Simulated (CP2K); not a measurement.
Hydroxyketene has these distinct O atoms: O1 (bonded to C) and O4 (bonded to C and H).

```xyz
6

O     2.2444   -0.2092    0.2041
C     1.1064   -0.0289   -0.0437
C    -0.1761    0.1604   -0.3280
O    -1.1387   -0.6543    0.2938
H    -0.4619    0.8592   -1.1147
H    -1.5741   -0.1273    0.9885
```

Their partial O K spectra (CP2K XAS_TDP, all-electron GAPW, PBEh(45%), aug-cc-pVTZ, TDA, GW2X-corrected core level, no relativity) are given in random order, each times the number of alike atoms.

Gaussian full width 0.5 eV, oscillator strength per eV, alike atoms added, rows of zeros left out:

```
E (eV)  curve 1  curve 2
530.00    0.002    0.000
530.25    0.022    0.000
530.50    0.075    0.000
530.75    0.064    0.000
531.00    0.014    0.000
531.25    0.001    0.000
532.25    0.000    0.001
532.50    0.000    0.009
532.75    0.000    0.031
533.00    0.000    0.027
533.25    0.000    0.006
533.75    0.000    0.001
534.00    0.000    0.009
534.25    0.000    0.039
534.50    0.001    0.041
534.75    0.013    0.011
535.00    0.044    0.001
535.25    0.038    0.000
535.50    0.010    0.000
535.75    0.005    0.003
536.00    0.002    0.011
536.25    0.000    0.012
536.50    0.000    0.010
536.75    0.000    0.011
537.00    0.001    0.009
537.25    0.002    0.008
537.50    0.006    0.011
537.75    0.017    0.026
538.00    0.019    0.030
538.25    0.009    0.016
538.50    0.004    0.013
538.75    0.003    0.010
539.00    0.001    0.004
539.25    0.001    0.009
539.50    0.002    0.016
539.75    0.004    0.009
540.00    0.005    0.006
540.25    0.008    0.006
540.50    0.022    0.005
540.75    0.034    0.006
541.00    0.023    0.004
541.25    0.007    0.003
541.50    0.007    0.006
541.75    0.006    0.011
542.00    0.002    0.011
542.25    0.001    0.014
542.50    0.004    0.015
542.75    0.006    0.008
543.00    0.004    0.008
543.25    0.002    0.014
543.50    0.002    0.012
543.75    0.002    0.010
```

Question: Which curve belongs to which atom?

Curve 1: O1 (bonded to C), leading line at 530.60 eV (f = 0.044 an atom), ionisation energy 537.94 eV, term value 7.34 eV. Curve 2: O4 (bonded to C and H), leading line at 532.85 eV (f = 0.019 an atom), ionisation energy 537.55 eV, term value 4.70 eV. The leading line of an atom is its first one with 35 % of the strongest within 2.5 eV of its lowest line over the strength cut. A line lies at the core ionisation energy, which rises as an atom loses charge to its neighbours or to a π system, less the term value, which is large for a low π* or σ* orbital with weight on that atom.

[Banner, clock and machine lines of the logs are left out without a mark of their own.]

[Logs are printed without paths, hosts, clocks, repeated set-up lines and the standing remarks that a program may print on its own settings, such as how far it seeks lower states.]

[Hosts, paths, dates, database ids (printed as entryN), source tags and the programs' standing remarks are cut or masked in the printed files.]
